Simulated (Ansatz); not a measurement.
# O on Rh(111): change of the work function, part 4 of 4

Aim: the work function of Rh(111) at several coverages of O (fcc site), and the dipole that each adsorbate carries.

Ansatz 0.2.0; plane-wave DFT, PBE, Ansatz PAW.

So far, work function, upper face (eV): step 2 (the clean slab) 5.17; step 3 (37 atoms, coverage 0.111 ML, cell 3x3) 5.40; step 4 (17 atoms, coverage 0.25 ML, cell 2x2) 5.69.

## Step 5: The covered slab, k-mesh 6×6×1, coverage 0.5 ML

System of this step: Rh8O (O/Rh(111)). The cell holds 18 atoms: 16 Rh and 2 O. Cell: a = 5.374 Å, b = 5.374 Å, c = 26.051 Å, α = 90.0°, β = 90.0°, γ = 60.0°. Vacuum lies along c.

Another coverage, to see how the dipoles act on each other as their distance changes.

Input file input.yaml:

```yaml
crystal:
  lattice:
    - [5.374011537, -1.0e-10, 0.0]
    - [2.6870057685, 4.6540305112, 0.0]
    - [0.0, 0.0, 26.051379776]
  atoms:
    - { symbol: Rh, position: [0.0, 0.0, 0.345471145] }
    - { symbol: Rh, position: [0.1666666667, 0.1666666667, 0.4296866852] }
    - { symbol: Rh, position: [0.3333333333, 0.3333333333, 0.5137573573] }
    - { symbol: Rh, position: [0.0, 0.0, 0.5978113478] }
    - { symbol: Rh, position: [0.0, 0.5, 0.345471145] }
    - { symbol: Rh, position: [0.1666666667, 0.6666666667, 0.4296866852] }
    - { symbol: Rh, position: [0.3333333333, 0.8333333333, 0.5137573573] }
    - { symbol: Rh, position: [0.0, 0.5, 0.5978113478] }
    - { symbol: Rh, position: [0.5, 0.0, 0.345471145] }
    - { symbol: Rh, position: [0.6666666667, 0.1666666667, 0.4296866852] }
    - { symbol: Rh, position: [0.8333333333, 0.3333333333, 0.5137573573] }
    - { symbol: Rh, position: [0.5, 0.0, 0.5978113478] }
    - { symbol: Rh, position: [0.5, 0.5, 0.345471145] }
    - { symbol: Rh, position: [0.6666666667, 0.6666666667, 0.4296866852] }
    - { symbol: Rh, position: [0.8333333333, 0.8333333333, 0.5137573573] }
    - { symbol: Rh, position: [0.5, 0.5, 0.5978113478] }
    - { symbol: O, position: [0.1666666667, 0.1666666667, 0.654528855] }
    - { symbol: O, position: [0.6666666667, 0.1666666667, 0.654528855] }
kpoints:
  mp_grid: { grid: [6, 6, 1] }
hamiltonian:
  xc: pbe
scf:
  occupations: { method: fermi_dirac, width: 0.1 }
  convergence: { dr2_threshold: 1.0e-08 }
efield:
  axis: 3
  dipole_correction: true
  ramp_position: 0.97
  ramp_width: 0.06
relax:
  f_tol: 0.02
  max_steps: 60
  constraints: [{ sites: [0, 1, 4, 5, 8, 9, 12, 13] }]
output:
  dos: { projected: true, e_range: [-8, 4] }
  write_potential: true
  write_density: true
  volumetric_format: npy
  elf: true
```

Launch:

```bash
ansatz run input.yaml --threads 4 --pin off --max-ram 16384MiB --backend cpu --events-out ev --progress --plain --runs-dir out
```

Numbers of over 12 decimals in the logs are rounded to 6 here.

Output:

```text
[...]
Crystal: 18 atoms, lattice volume = 651.566 Å³
Basis set: ecut = 420 eV, 12645 PW (Γ), exchange–correlation on 72×72×360 points (8 copies of the dense FFT grid, shifted against one another)
Bands: 171, of which v1, the nominal top of the filled ones, is band 142 counted from 1 (141 counted from 0)
Symmetry: 4 space group operations
[...]
- { symbol: Rh, position: [0.00373637, 0.492527, 0.599915] }
[...]
- { symbol: Rh, position: [0.500000, 0.5, 0.345471] }
    - { symbol: Rh, position: [0.666667, 0.666667, 0.429687] }
    - { symbol: Rh, position: [0.834026, 0.831948, 0.515274] }
    - { symbol: Rh, position: [0.503736, 0.492527, 0.599915] }
    - { symbol: O, position: [0.165192, 0.169616, 0.648494] }
    - { symbol: O, position: [0.665192, 0.169616, 0.648494] }
[key lines of the parts left out:]
SCF converged after 10 iterations
Free energy (F): -103573.609477 eV
Fermi energy:    4.096890 eV
Dipole field:    D = -0.038493 V/Å  (p = -0.138603 e·Å, saw-weighted, corrected)
Work function:   Φ+ = 6.1687 eV   Φ− = 5.1660 eV
```

The job ended after 3.7 min (4 threads of Intel Xeon Platinum 8259CL at 2.50GHz (Skylake/Cascade Lake), shared host; peak memory 3.1 GiB).

Relaxation path:

```
step  energy less that of the first step (eV)  largest force component (eV/Å)
   1                                   0.0000                          2.8180
   2                                  -0.7683                          1.2249
   3                                  -0.8855                          0.3618
   4                                  -0.8672                          0.1872
   5                                  -0.8964                          0.0148
```

Relaxation step 4 was tried and not accepted.

Forces are held to the 4 operations that the run works with; a distortion that breaks them can't arise in this run.

The atoms that moved most (Å):

```csv
atom,dx,dy,dz,length
Rh4,0.000,-0.091,0.133,0.161
Rh12,0.000,-0.091,0.133,0.161
O18,0.000,0.014,-0.157,0.158
O17,0.000,0.014,-0.157,0.158
Rh16,0.000,-0.035,0.055,0.065
Rh8,0.000,-0.035,0.055,0.065
Rh15,0.000,-0.006,0.040,0.040
Rh7,0.000,-0.006,0.040,0.040
```

Final coordinates:

```xyz
18
Lattice="5.3740 0.0000 0.0000 2.6870 4.6540 0.0000 0.0000 0.0000 26.0514" Properties=species:S:1:pos:R:3
Rh    0.0000    0.0000    9.0000
Rh    1.3435    0.7757   11.1939
Rh    2.6870    1.5509   13.3563
Rh    0.0000   -0.0911   15.7066
Rh    1.3435    2.3270    9.0000
Rh    2.6870    3.1027   11.1939
Rh    4.0305    3.8719   13.4236
Rh    1.3435    2.2922   15.6286
Rh    2.6870    0.0000    9.0000
Rh    4.0305    0.7757   11.1939
Rh    5.3740    1.5509   13.3563
Rh    2.6870   -0.0911   15.7066
Rh    4.0305    2.3270    9.0000
Rh    5.3740    3.1027   11.1939
Rh    6.7175    3.8719   13.4236
Rh    4.0305    2.2922   15.6286
O     1.3435    0.7894   16.8942
O     4.0305    0.7894   16.8942
```

The density of states has structure finer than the step of the table below, so its rows give means over 0.25 eV, whole bins alone (the curve runs from -8 to 1.98 eV). Peaks (eV: height): -4.120: 39.3, -2.710: 38.8, -2.620: 51.5, -2.470: 44.7, -1.470: 50.0, -0.810: 43.2, -0.060: 41.1.

Table of density of states by energy, zero at the Fermi level; means over each step:

```csv
energy (eV),density of states (states/eV a cell)
-7.75,0
-7.50,0.00623
-7.25,0.827
-7.00,2.34
-6.75,8.14
-6.50,7.17
-6.25,7.02
-6.00,11.8
-5.75,12.2
-5.50,24.7
-5.25,22.0
-5.00,30.3
-4.75,23.8
-4.50,19.2
-4.25,21.4
-4.00,20.5
-3.75,19.9
-3.50,26.5
-3.25,21.8
-3.00,27.1
-2.75,30.9
-2.50,35.6
-2.25,29.2
-2.00,23.5
-1.75,21.8
-1.50,25.1
-1.25,28.3
-1.00,23.0
-0.75,27.1
-0.50,25.8
-0.25,23.0
0.00,27.0
0.25,26.3
0.50,28.2
0.75,18.2
1.00,11.0
1.25,9.71
1.50,11.1
1.75,3.21
```

The relaxation took 5 steps and lowered the energy by 0.90 eV; the largest force on the free atoms ends at 0.015 eV/Å.

The covered face has 6.17 eV, +1.00 eV against the clean one; the bare back face has moved by -0.00 eV, a measure of how thin the slab is.

## Step 6: Adsorbate added, k-mesh 12×12×1, coverage 1 ML

System of this step: Rh4O (O/Rh(111)). The cell holds 5 atoms: 4 Rh and 1 O. Cell: a = 2.687 Å, b = 2.687 Å, c = 26.051 Å, α = 90.0°, β = 90.0°, γ = 60.0°. Vacuum lies along c.

Another coverage, to see how the dipoles act on each other as their distance changes.

input.yaml, the sections that differ from step 5:

```yaml
crystal:
  lattice:
    - [2.6870057685, 0.0, 0.0]
    - [1.3435028843, 2.3270152556, 0.0]
    - [0.0, 0.0, 26.051379776]
  atoms:
    - { symbol: Rh, position: [0.0, 0.0, 0.345471145] }
    - { symbol: Rh, position: [0.3333333333, 0.3333333333, 0.4296866852] }
    - { symbol: Rh, position: [0.6666666667, 0.6666666667, 0.5137573573] }
    - { symbol: Rh, position: [0.0, 0.0, 0.5978113478] }
    - { symbol: O, position: [0.3333333333, 0.3333333333, 0.654528855] }
kpoints:
  mp_grid: { grid: [12, 12, 1] }
relax:
  f_tol: 0.02
  max_steps: 60
  constraints: [{ sites: [0, 1] }]
output:
  write_potential: true
  write_density: true
  volumetric_format: npy
# hamiltonian, scf, efield: as in step 5
```

Output:

```text
[...]
Crystal: 5 atoms, lattice volume = 162.892 Å³
Basis set: ecut = 420 eV, 3225 PW (Γ), exchange–correlation on 36×36×360 points (8 copies of the dense FFT grid, shifted against one another)
Bands: 45, of which v1, the nominal top of the filled ones, is band 37 counted from 1 (36 counted from 0)
Symmetry: 6 space group operations
[...]
F+E_penalty+E_count = -26176.14466549 eV   max|allowed force component| = 2.066e-3 eV/Å
  atoms:
[...]
- { symbol: Rh, position: [0.333333, 0.333333, 0.429687] }
    - { symbol: Rh, position: [0.666667, 0.666667, 0.513966] }
    - { symbol: Rh, position: [-1.892775544373686e-17, -1.480297366147893e-17, 0.603559] }
    - { symbol: O, position: [0.333333, 0.333333, 0.648832] }
[key lines of the parts left out:]
SCF converged after 9 iterations
Free energy (F): -26176.144665 eV
Fermi energy:    4.339234 eV
Dipole field:    D = -0.047876 V/Å  (p = -0.043097 e·Å, saw-weighted, corrected)
Work function:   Φ+ = 6.4142 eV   Φ− = 5.1671 eV
```

Wall time 26 s (4 threads); peak memory 0.58 GiB.

The steps of the relaxation:

```
step  energy less that of the first step (eV)  largest force component (eV/Å)
   1                                   0.0000                          3.3390
   2                                  -0.4229                          1.8219
   3                                  -0.5152                          1.2415
   4                                  -0.5336                          0.3711
   5                                  -0.5506                          0.2772
   6                                  -0.5539                          0.0021
```

The run keeps the 6 symmetry operations that it works with, so distortions that break them were not tested.

The atoms that moved most (Å):

```
atom     dx     dy      dz  length
 Rh4  0.000  0.000   0.150   0.150
  O5  0.000  0.000  -0.148   0.148
 Rh3  0.000  0.000   0.005   0.005
```

Final coordinates:

```xyz
5
Lattice="2.6870 0.0000 0.0000 1.3435 2.3270 0.0000 0.0000 0.0000 26.0514" Properties=species:S:1:pos:R:3
Rh    0.0000    0.0000    9.0000
Rh    1.3435    0.7757   11.1939
Rh    2.6870    1.5513   13.3895
Rh    0.0000    0.0000   15.7236
O     1.3435    0.7757   16.9030
```

Running mean over 2.194 Å of the planar mean; the ramp of the sawtooth is left out. Table of electron's electrostatic potential energy less the Fermi level by z:

z (Å), electron's electrostatic potential energy less the Fermi level (eV) and a bar from the least value:
```
        4        5.2 ############################
        5        5.2 ############################
        6        5.1 ############################
        7        4.2 ###########################
        8       -5.6 ##############
        9      -12.7 #####
       10      -13.0 ####
       11      -13.2 ####
       12      -13.2 ####
       13      -13.1 ####
       14      -12.2 #####
       15      -12.4 #####
       16      -16.3 
       17       -6.4 #############
       18        3.3 ##########################
       19        6.3 ##############################
       20        6.4 ##############################
       21        6.4 ##############################
       22        6.4 ##############################
       23        6.4 ##############################
```

The relaxation took 6 steps and lowered the energy by 0.55 eV; the largest force on the free atoms ends at 0.0021 eV/Å.

The covered face has 6.41 eV, +1.25 eV against the clean one; the bare back face has moved by -0.00 eV, a measure of how thin the slab is.

## Step 7: Work function against coverage

This step: plane-wave DFT, PBE, Ansatz PAW; work function against coverage (Ansatz 0.2.0).

The runs are now put side by side.

Numbers from this step:

| Quantity | Value |
| --- | --- |
| work function of the clean face | 5.167 eV |
| largest change of the work function | 1.247 eV |

The work function of the covered face by coverage:

| coverage (adsorbates/nm²) | work function of the covered face (eV) |
| --- | --- |
| 0.00 | 5.17 |
| 1.78 | 5.40 |
| 4.00 | 5.69 |
| 8.00 | 6.17 |
| 15.99 | 6.41 |

The dipole per adsorbate comes from the change of the cell's dipole. Coverage, by row:

| coverage (1/nm²) | coverage (ML) | work function (eV) | change (eV) | dipole per adsorbate, positive end outwards (debye) | mean height of the added atoms over the highest substrate atom (Å) |
| --- | --- | --- | --- | --- | --- |
| 1.777 | 0.1111 | 5.399 | 0.232 | -0.359 | 1.236 |
| 3.998 | 0.25 | 5.686 | 0.5185 | -0.345 | 1.216 |
| 7.997 | 0.5 | 6.169 | 1.001 | -0.333 | 1.188 |
| 15.99 | 1 | 6.414 | 1.247 | -0.207 | 1.179 |

## Step 8: Summary of results

```
work function of the clean face                        : 5.17 eV
work function at 0.11 ML                               : 5.40 eV
work function at 0.25 ML                               : 5.69 eV
work function at 0.5 ML                                : 6.17 eV
work function at 1 ML                                  : 6.41 eV
dipole per adsorbate at 0.11 ML, positive end outwards : -0.36 D
```

O raises the work function of Rh(111) at the lowest coverage, by 0.23 eV: the adsorbate layer has its negative end outwards. The dipole per adsorbate falls from 0.36 to 0.21 D as the layer fills. Neighbouring dipoles depolarise each other, and heights and bonding change with coverage too. The slab has 4 layers, at the tabulated experimental lattice constant, one starting site was run, and quantum-size effects of a slab this thin can reach one or two tenths of an eV.

[Logs are printed without paths, hosts, clocks, repeated set-up lines and the standing remarks that a program may print on its own settings, such as how far it seeks lower states.]

[Hosts, paths, dates, database ids (printed as entryN), source tags and the programs' standing remarks are cut or masked in the printed files.]

[Maps of the electrostatic potential energy from Ansatz leave out the sawtooth potential of an applied field or a dipole correction, so their vacuum need not be flat; planar profiles and work functions include it.]
